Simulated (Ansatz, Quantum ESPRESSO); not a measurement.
# Ho (P6_3/mmc): phonons and their coupling to the electrons, part 2 of 4

Wanted: the coupling constant λ of Ho (P6_3/mmc) at ambient pressure.

Quantum ESPRESSO 7.5; DFT PBE, scalar-relativistic, plane waves, PseudoDojo norm-conserving, 4f in core pseudopotentials.

So far. Step 2 (A probe with smearing): No gap opens on this mesh, so smearing is kept; the start stands at -0.58 GPa. Step 4 (Ground state): The cell stands at -0.071 GPa, close enough for phonons. The relaxed cell has a = 3.565, c = 5.565 Å (conventional setting).

### 7. Linear response on the mesh

Linear response treats each wavevector in the unit cell, with no supercell; the 3×3×2 mesh fixes the range of the force constants to be had. The change of the potential is kept for the electron-phonon matrix elements.

ph.in

```
phonons
 &inputph
    prefix='x',
    outdir='./tmp',
    fildyn='x.dyn',
    tr2_ph=1.0d-18,
    alpha_mix(1)=0.4,
    nmix_ph=8,
    ldisp=.true.,
    nq1=3,
    nq2=3,
    nq3=2,
    electron_phonon='interpolated',
    fildvscf='dvscf',
    el_ph_sigma=0.005,
    el_ph_nsigma=10,
 /
```

Command:

```console
OMP_NUM_THREADS=1 mpirun -n 8 ph.x -nk 8 -in ph.in > ph.out
```

Numbers of over 12 decimals in the logs are rounded to 6 here.

The program printed:

```text
[banners, grids, parts of the stress and lines that vanish by symmetry left out]
[banner, memory and clock lines left out]
Program PHONON v.7.5

[...]
Exchange-correlation= PBE
                           (   1   4   3   4   0   0   0)
[...]
(   6 q-points):
[...]
kinetic-energy cut-off    =      42.0000  Ry
     charge density cut-off    =     168.0000  Ry
     convergence threshold     =      1.0E-18
[...]
Exchange-correlation= PBE
                           (   1   4   3   4   0   0   0)
[...]
q = (   0.0000000   0.0000000   0.0000000 )
     25 Sym.Ops. (with q -> -q+G )
     G cutoff =  193.1464  (  15199 G-vectors)     FFT grid: ( 27, 27, 48)
     number of k points=    95  Marzari-Vanderbilt smearing, width (Ry)=  0.0200
[...]
Mode symmetry, D_6h(6/mmm) point group:
[...]
Representation #   1 mode #   1
[...]
End of self-consistent calculation
     Convergence has been achieved
     Representation #   2 modes #   2   3
[...]
End of self-consistent calculation
     Convergence has been achieved
     Representation #   3 mode #   4
[...]
End of self-consistent calculation
     Convergence has been achieved
     Representation #   4 modes #   5   6
[...]
End of self-consistent calculation
     Convergence has been achieved
[...]
q = (    0.000000000   0.000000000   0.000000000 )
[...]
freq (    1) =       0.009357 [THz] =       0.312125 [cm-1]
     freq (    2) =       0.009357 [THz] =       0.312125 [cm-1]
     freq (    3) =       0.011719 [THz] =       0.390898 [cm-1]
     freq (    4) =       2.038675 [THz] =      68.002862 [cm-1]
     freq (    5) =       2.038675 [THz] =      68.002862 [cm-1]
     freq (    6) =       3.476243 [THz] =     115.954996 [cm-1]
[...]
Mode symmetry, D_6h(6/mmm) point group:
     freq (   1-   2) =          0.3  [cm-1]   --> E_1u            I
     freq (   3-   3) =          0.4  [cm-1]   --> A_2u            I
     freq (   4-   5) =         68.0  [cm-1]   --> E_2g            R
     freq (   6-   6) =        116.0  [cm-1]   --> B_1g
[...]
lambda(    1)=  0.0000   gamma=    0.01 GHz
     lambda(    2)=  0.0000   gamma=    0.01 GHz
     lambda(    3)=  0.0000   gamma=    0.00 GHz
     lambda(    4)=  0.1970   gamma=   18.08 GHz
     lambda(    5)=  0.1967   gamma=   18.06 GHz
     lambda(    6)=  0.0660   gamma=   17.60 GHz
[...]
Representation #   1 modes #   1   2
[...]
Convergence has been achieved
     Representation #   2 modes #   3   4   5   6
[...]
Convergence has been achieved
[...]
q = (    0.000000000   0.000000000  -0.320285725 )
[...]
freq (    1) =       1.416962 [THz] =      47.264780 [cm-1]
     freq (    2) =       1.416962 [THz] =      47.264780 [cm-1]
     freq (    3) =       1.416962 [THz] =      47.264780 [cm-1]
     freq (    4) =       1.416962 [THz] =      47.264780 [cm-1]
     freq (    5) =       2.510690 [THz] =      83.747610 [cm-1]
     freq (    6) =       2.510690 [THz] =      83.747610 [cm-1]
[...]
lambda(    1)=  0.0678   gamma=    3.01 GHz
     lambda(    2)=  0.0679   gamma=    3.01 GHz
     lambda(    3)=  0.0678   gamma=    3.01 GHz
     lambda(    4)=  0.0678   gamma=    3.01 GHz
     lambda(    5)=  0.0851   gamma=   11.85 GHz
     lambda(    6)=  0.0845   gamma=   11.76 GHz
[...]
Mode symmetry, C_2v (mm2)  point group:
[...]
Representation #   1 mode #   1
[...]
Convergence has been achieved
     Representation #   2 mode #   2
[...]
Convergence has been achieved
[...]
Convergence has been achieved
[...]
Convergence has been achieved
[...]
Convergence has been achieved
[...]
Convergence has been achieved
[...]
q = (    0.000000000   0.384900180   0.000000000 )
[...]
freq (    1) =       1.525983 [THz] =      50.901305 [cm-1]
     freq (    2) =       1.648897 [THz] =      55.001288 [cm-1]
[...]
Mode symmetry, C_2v (mm2)  point group:
     freq (   1-   1) =         50.9  [cm-1]   --> B_1  D_3  S_3
     freq (   2-   2) =         55.0  [cm-1]   --> B_2  D_4  S_4
     freq (   3-   3) =         87.5  [cm-1]   --> A_1  D_1  S_1
     freq (   4-   4) =         90.9  [cm-1]   --> B_1  D_3  S_3
     freq (   5-   5) =         96.6  [cm-1]   --> A_1  D_1  S_1
     freq (   6-   6) =        111.9  [cm-1]   --> B_2  D_4  S_4
[...]
lambda(    1)=  0.1110   gamma=    5.71 GHz
     lambda(    2)=  0.1078   gamma=    6.47 GHz
[...]
Convergence has been achieved
[...]
Convergence has been achieved
[...]
Convergence has been achieved
[...]
q = (    0.000000000   0.384900180  -0.320285725 )
[...]
Mode symmetry, D_3h (-62m) point group:
[...]
Representation #   1 mode #   1
[...]
Convergence has been achieved
     Representation #   2 mode #   2
[...]
Convergence has been achieved
     Representation #   3 modes #   3   4
[...]
Convergence has been achieved
     Representation #   4 modes #   5   6
[...]
Convergence has been achieved
[...]
q = (    0.333333333   0.577350269   0.000000000 )
[...]
freq (    5) =       2.915857 [THz] =      97.262513 [cm-1]
     freq (    6) =       3.201250 [THz] =     106.782212 [cm-1]
[...]
Mode symmetry, D_3h (-62m) point group:
     freq (   1-   2) =         82.7  [cm-1]   --> E'
     freq (   3-   4) =         84.2  [cm-1]   --> E''
     freq (   5-   5) =         97.3  [cm-1]   --> A'_2
     freq (   6-   6) =        106.8  [cm-1]   --> A'_1
[...]
lambda(    5)=  0.0524   gamma=    9.84 GHz
     lambda(    6)=  0.0919   gamma=   20.80 GHz
[...]
Representation #   1 modes #   1   2
[...]
Convergence has been achieved
     Representation #   2 modes #   3   4
[...]
End of self-consistent calculation
     Convergence has been achieved
     Representation #   3 modes #   5   6
[...]
End of self-consistent calculation
     Convergence has been achieved
[...]
q = (    0.333333333   0.577350269  -0.320285725 )
[...]
freq (    1) =       1.450876 [THz] =      48.396030 [cm-1]
     freq (    2) =       1.450876 [THz] =      48.396030 [cm-1]
     freq (    3) =       2.939318 [THz] =      98.045102 [cm-1]
     freq (    4) =       2.939318 [THz] =      98.045102 [cm-1]
     freq (    5) =       3.065205 [THz] =     102.244221 [cm-1]
     freq (    6) =       3.065205 [THz] =     102.244221 [cm-1]
[...]
lambda(    1)=  0.4016   gamma=   18.67 GHz
     lambda(    2)=  0.4015   gamma=   18.67 GHz
     lambda(    3)=  0.0775   gamma=   14.79 GHz
     lambda(    4)=  0.0775   gamma=   14.79 GHz
     lambda(    5)=  0.0829   gamma=   17.19 GHz
     lambda(    6)=  0.0824   gamma=   17.11 GHz
[...]
1   0.333333333   0.577350269  -0.320285725
          2  -0.333333333  -0.577350269   0.320285725


[key lines of the parts left out:]
the Fermi energy is    10.3986 ev
```

The job ended after 31 min (8 MPI ranks of Intel Xeon at 2.70GHz, shared host; 4.1 h of CPU time).

Numbers from this step:

```yaml
largest_acoustic_frequency_at_the_zone_centre_before_the_sum_rule: 0.39 cm⁻¹
highest_optical_zone_centre_mode_no_lo_to_term: 116.0 cm⁻¹
lowest_optical_zone_centre_mode: 68 cm⁻¹
lowest_mode_on_the_q_mesh_acoustic_ones_at_the_zone_centre_apart: 47.26 cm⁻¹
```

Frequencies (cm⁻¹) at each irreducible wavevector; negative means imaginary. Frequencies by wavevector:

```
     q (fractions)  star  mode 1  mode 2  mode 3  mode 4  mode 5  mode 6
             0 0 0     1    0.31    0.31    0.39      68      68     116
          0 0 -0.5     1   47.26   47.26   47.26   47.26   83.75   83.75
        0 0.3333 0     6    50.9      55   87.47   90.86   96.57   111.9
     0 0.3333 -0.5     6   64.63   64.63   69.26   69.26   102.2   102.2
   0.3333 0.3333 0     2   82.69   82.69   84.23   84.23   97.26   106.8
0.3333 0.3333 -0.5     2    48.4    48.4   98.05   98.05   102.2   102.2
```

Couplings of single modes at a Gaussian broadening of 0.02 Ry, as ph.x prints them; it sets λ to zero for modes under 20 cm⁻¹. Mode couplings:

```csv
q (fractions),mode,frequency (cm⁻¹),λ,linewidth γ (GHz)
0 0 -0.5,1,47.26,0.0678,3.01
0 0 -0.5,2,47.26,0.0679,3.01
0 0 -0.5,3,47.26,0.0678,3.01
0 0 -0.5,4,47.26,0.0678,3.01
0 0 -0.5,5,83.75,0.0851,11.85
0 0 -0.5,6,83.75,0.0845,11.76
0 0.3333 0,1,50.9,0.111,5.71
0 0.3333 0,2,55,0.1078,6.47
0 0.3333 0,3,87.47,0.0802,12.19
0 0.3333 0,4,90.86,0.0755,12.36
0 0.3333 0,5,96.57,0.1322,24.47
0 0.3333 0,6,111.9,0.0389,9.68
0 0.3333 -0.5,1,64.63,0.1652,13.69
0 0.3333 -0.5,2,64.63,0.1594,13.21
0 0.3333 -0.5,3,69.26,0.114,10.85
0 0.3333 -0.5,4,69.26,0.1089,10.37
0 0.3333 -0.5,5,102.2,0.0658,13.65
0 0.3333 -0.5,6,102.2,0.0716,14.85
0.3333 0.3333 0,1,82.69,0.1491,20.23
0.3333 0.3333 0,2,82.69,0.151,20.5
0.3333 0.3333 0,3,84.23,0.1163,16.37
0.3333 0.3333 0,4,84.23,0.1163,16.38
0.3333 0.3333 0,5,97.26,0.0524,9.84
0.3333 0.3333 0,6,106.8,0.0919,20.8
0.3333 0.3333 -0.5,1,48.4,0.4016,18.67
0.3333 0.3333 -0.5,2,48.4,0.4015,18.67
0.3333 0.3333 -0.5,3,98.05,0.0775,14.79
0.3333 0.3333 -0.5,4,98.05,0.0775,14.79
0.3333 0.3333 -0.5,5,102.2,0.0829,17.19
0.3333 0.3333 -0.5,6,102.2,0.0824,17.11
```

Optical modes; normalised displacements of the dynamical-matrix file. Modes at Γ:

| mode | frequency (cm⁻¹) | symmetry |
| --- | --- | --- |
| 1 | 68.0 | E2g |
| 2 | 68.0 | E2g |
| 3 | 116.0 | B1g |

Displacements in mode 2 (68.0 cm⁻¹), the largest set to 1:
```
Ho1  0.48 -1.00  0.00
Ho2 -0.48  1.00  0.00
```

Displacements in mode 3 (116.0 cm⁻¹), the largest set to 1:
```
Ho1  0.00  0.00 -1.00
Ho2  0.00  0.00  1.00
```

The acoustic modes at Γ come out as far as 0.4 cm⁻¹ from zero, where they should vanish, a small numerical error.

### 8. Fourier transform to real space

The dynamical matrices of the mesh are Fourier-transformed to force constants in real space.

q2r.in

```
 &input
    fildyn='x.dyn',
    zasr='crystal',
    flfrc='x.fc',
    la2F=.true.,
 /
```

Command:

```console
q2r.x < q2r.in > q2r.out
```

The program printed:

```text
[banners, grids, parts of the stress and lines that vanish by symmetry left out]
[banner, memory and clock lines left out]
Program Q2R v.7.5

  reading grid info from file x.dyn0

  reading force constants from file x.dyn1
  Dielectric Tensor not found
  nqs=            1
 q=   0.00000000  0.00000000  0.00000000
  reading force constants from file x.dyn2
  nqs=            1
 q=   0.00000000  0.00000000 -0.32028573
  reading force constants from file x.dyn3
  nqs=            6
[...]
reading force constants from file x.dyn4
  nqs=            6
[...]
reading force constants from file x.dyn5
  nqs=            2
[...]
reading force constants from file x.dyn6
  nqs=            2
 q=   0.33333333  0.57735027 -0.32028573
 q=  -0.33333333 -0.57735027  0.32028573

      q-space grid ok, #points =   18

      fft-check success (sum of imaginary terms < 10^-12)

   Preparing gamma for a2F

 Broadening =      0.005
      q-space grid ok, #points =   18

      fft-check success (sum of imaginary terms < 10^-12)

 Broadening =      0.010
[...]
Broadening =      0.045
      q-space grid ok, #points =   18

      fft-check success (sum of imaginary terms < 10^-12)

 Broadening =      0.050
      q-space grid ok, #points =   18

      fft-check success (sum of imaginary terms < 10^-12)
```

Run time: 0.71 s. Hardware: 1 thread.

### 9. Interpolated phonon bands

From the force constants any wavevector is cheap; points of the mesh come back as solved, but for the sum rule and, in polar crystals, the LO-TO term at Γ; the rest is interpolation.

matdyn.in

```
 &input
    asr='crystal',
    flfrc='x.fc',
    flfrq='x.freq',
    flvec='x.modes',
    q_in_band_form=.true.,
    q_in_cryst_coord=.true.,
 /
12
  0.0000000   0.0000000   0.0000000  12  ! GAMMA
  0.5000000   0.0000000   0.0000000  12  ! M
  0.3333333   0.3333333   0.0000000  12  ! K
  0.0000000   0.0000000   0.0000000  12  ! GAMMA
  0.0000000   0.0000000   0.5000000  12  ! A
  0.5000000   0.0000000   0.5000000  12  ! L
  0.3333333   0.3333333   0.5000000  12  ! H
  0.0000000   0.0000000   0.5000000   1  ! A
  0.5000000   0.0000000   0.5000000  12  ! L
  0.5000000   0.0000000   0.0000000   1  ! M
  0.3333333   0.3333333   0.5000000  12  ! H
  0.3333333   0.3333333   0.0000000   1  ! K
```

Command:

```console
matdyn.x -in matdyn.in > matdyn.out
```

The program printed:

```text
[banner, memory and clock lines left out]
Program MATDYN v.7.5

 mass for atomic type   1 not given; uses mass from file x.fc
 Norm of the difference between old and new effective charges:    0.000000

 Norm of the difference between old and new force-constants:   6.06671e-07

     Message from routine matdyn:
     Z* not found in file x.fc, TO-LO splitting at q=0 will be absent!
     Message from routine matdyn:
     Z* not found in file x.fc, TO-LO splitting at q=0 will be absent!

Note: The following floating-point exceptions are signalling: IEEE_UNDERFLOW_FLAG
```

It took 0.66 s on 1 thread.

Read from the output:

* lowest frequency on the path: 0 cm⁻¹
* mean frequency: 79 cm⁻¹
* Debye temperature (second moment): 152 K
* logarithmic mean frequency: 75.6 cm⁻¹

Matdyn.x, sum rule crystal. The phonon branches at the labelled points (cm⁻¹):

```
    point  branch 1  branch 2  branch 3  branch 4  branch 5  branch 6
        Γ         0         0         0        68        68       116
  halfway        44        45        72        84        89       115
        M        56        64        97       101       103       107
  halfway        68        70        90       100       101       105
        K        83        83        84        84        97       107
  halfway        50        58        69        91        92       113
        Γ         0         0         0        68        68       116
  halfway        25        25        46        62        62       108
        A        47        47        47        47        84        84
  halfway        64        64        64        64        94        94
        L        64        64        74        74       111       111
  halfway        54        54        87        87       108       108
        H        48        48        98        98       102       102
  halfway        58        58        74        74        96        96
        A        47        47        47        47        84        84
jump to L        64        64        74        74       111       111
  halfway        59        60        86        90       106       111
        M        56        64        97       101       103       107
jump to H        48        48        98        98       102       102
  halfway        62        62        97        98        98       104
        K        83        83        84        84        97       107
```

The phonon branches as a text plot (rows in cm⁻¹):

```
    114 |******           ******                         *
    109 |      **    *   *      *        *****          *****   *
    104 |       ***** ***               *     *****       ******
     99 |      **  ******        *     *       *            *****
     94 |    ******      *            *       * *  *       *  **
     90 |    **    ** *           *          *   *  **    *
     85 |   *       ***   *        ***      *     *   **  *     *
     80 |  ***      * **   *      *                      *      *
     75 |  *           ***  *            ***       *    **
     70 |**        *    *    **         *           *   *      *
     65 |       ***    * **    *      *****          *  **  *
     61 |   *  *  *     *       **   *     *        *   ****  *
     56 |     ****       * *        **      *     ** *     **
     51 |  * **           *       ***        ** **    **     *
     46 |    *            *     * **           *       *
     41 |   *              **
     36 |   *              *
     31 |  *                *    *
     27 | *                 *   *
     22 |                      *
     17 | *                  *
     12 |*                   * *
      7 |*
      2 |                     *
         Γ      M    K        Γ   A       L    H       A|L M|H  K
```

Lowest modes at the softest wavevector of the mesh; phase exp(i q.(R + tau)). Modes at q = (0.000, 0.000, 0.500):

```
mode  frequency (cm⁻¹)
   1              47.3
   2              47.3
   3              47.3
   4              47.3
   5              83.7
   6              83.7
```

Displacements in mode 1 (47.3 cm⁻¹), the largest set to 1, in the home cell:
```
Ho1 1.00 0.00 0.00
Ho2 0.00 0.00 0.00
```

Displacements in mode 5 (83.7 cm⁻¹), the largest set to 1, in the home cell:
```
Ho1  0.00  0.00  0.00
Ho2  0.00  0.00 -1.00
```

Force constants by pair (phonopy on the run's constants); pairs near half the supercell's span include their periodic images. Pair force constants, by row:

| atom | neighbour | distance (Å) | third of the trace (eV/Å²) | along the pair's line (eV/Å²) |
| --- | --- | --- | --- | --- |
| Ho1 | itself | 0 | 4.077 | – |
| Ho1 | Ho | 3.461 | -0.4241 | -1.169 |
| Ho1 | Ho | 3.565 | -0.2689 | -0.7503 |
| Ho1 | Ho | 4.969 | 0.0809 | 0.1303 |
| Ho1 | Ho | 5.565 | 0.1953 | 0.3742 |
| Ho1 | Ho | 6.116 | -0.0392 | -0.0863 |
| Ho1 | Ho | 6.175 | -0.0781 | -0.0889 |
| Ho1 | Ho | 6.609 | -0.0235 | -0.0252 |
| Ho2 | itself | 0 | 4.077 | – |
| Ho2 | Ho | 3.461 | -0.4241 | -1.169 |
| Ho2 | Ho | 3.565 | -0.2689 | -0.7503 |
| Ho2 | Ho | 4.969 | 0.0809 | 0.1303 |
| Ho2 | Ho | 5.565 | 0.1953 | 0.3742 |
| Ho2 | Ho | 6.116 | -0.0392 | -0.0863 |
| Ho2 | Ho | 6.175 | -0.0781 | -0.0889 |
| Ho2 | Ho | 6.609 | -0.0235 | -0.0252 |

Harmonic mean-square displacement, third of the trace. Mean-square displacements:

```csv
T (K),Ho1 U_eq (Å²),Ho2 U_eq (Å²)
0,0.00143,0.00143
100,0.0035,0.0035
300,0.00986,0.00986
600,0.0196,0.0196
```

Mode patterns, pair constants, displacements and means over the zone were worked out by phonopy from the force constants of q2r.x.

All branches are real along the path.

(Continued in part 3 of 4.)

[Host names and launcher messages were left out of these logs when they were recorded.]

[Logs are printed without paths, hosts, clocks, repeated set-up lines and the standing remarks that a program may print on its own settings, such as how far it seeks lower states.]

[Hosts, paths, dates, database ids (printed as entryN), source tags and the programs' standing remarks are cut or masked in the printed files.]
